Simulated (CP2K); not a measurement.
The C K edge of benzoic acid was computed by TDDFT (CP2K XAS_TDP, aug-cc-pVDZ, TDA) at these levels: PBE0, PBEh(45%) and PBEh(45%) + GW2X. The first three lines of C2 (bonded to C and 2 O) with a strength over 0.0015, energy in eV and strength:

```
run           first          second           third
  1  289.91 (0.066)  294.69 (0.017)  296.13 (0.002)
  2  283.33 (0.068)  288.11 (0.017)  289.56 (0.002)
  3  278.02 (0.046)  281.26 (0.023)  283.69 (0.004)
```

**Question.** Which run is which?

Run 1: PBEh(45%) + GW2X (45 % exact exchange). Run 2: PBEh(45%) (45 % exact exchange). Run 3: PBE0 (25 % exact exchange). Self-interaction lifts the core level, so the uncorrected lines rise with the share of exact exchange. The GW2X run keeps the spacings of its parent: 4.78 eV between the first two lines in run 1, 4.78 eV in run 2. Its shift is +6.58 eV, since the Kohn–Sham level at this share of exchange lies that far above the quasiparticle level.

[Banner, clock and machine lines of the logs are left out without a mark of their own.]

[Logs are printed without paths, hosts, clocks, repeated set-up lines and the standing remarks that a program may print on its own settings, such as how far it seeks lower states.]

[Hosts, paths, dates, database ids (printed as entryN), source tags and the programs' standing remarks are cut or masked in the printed files.]
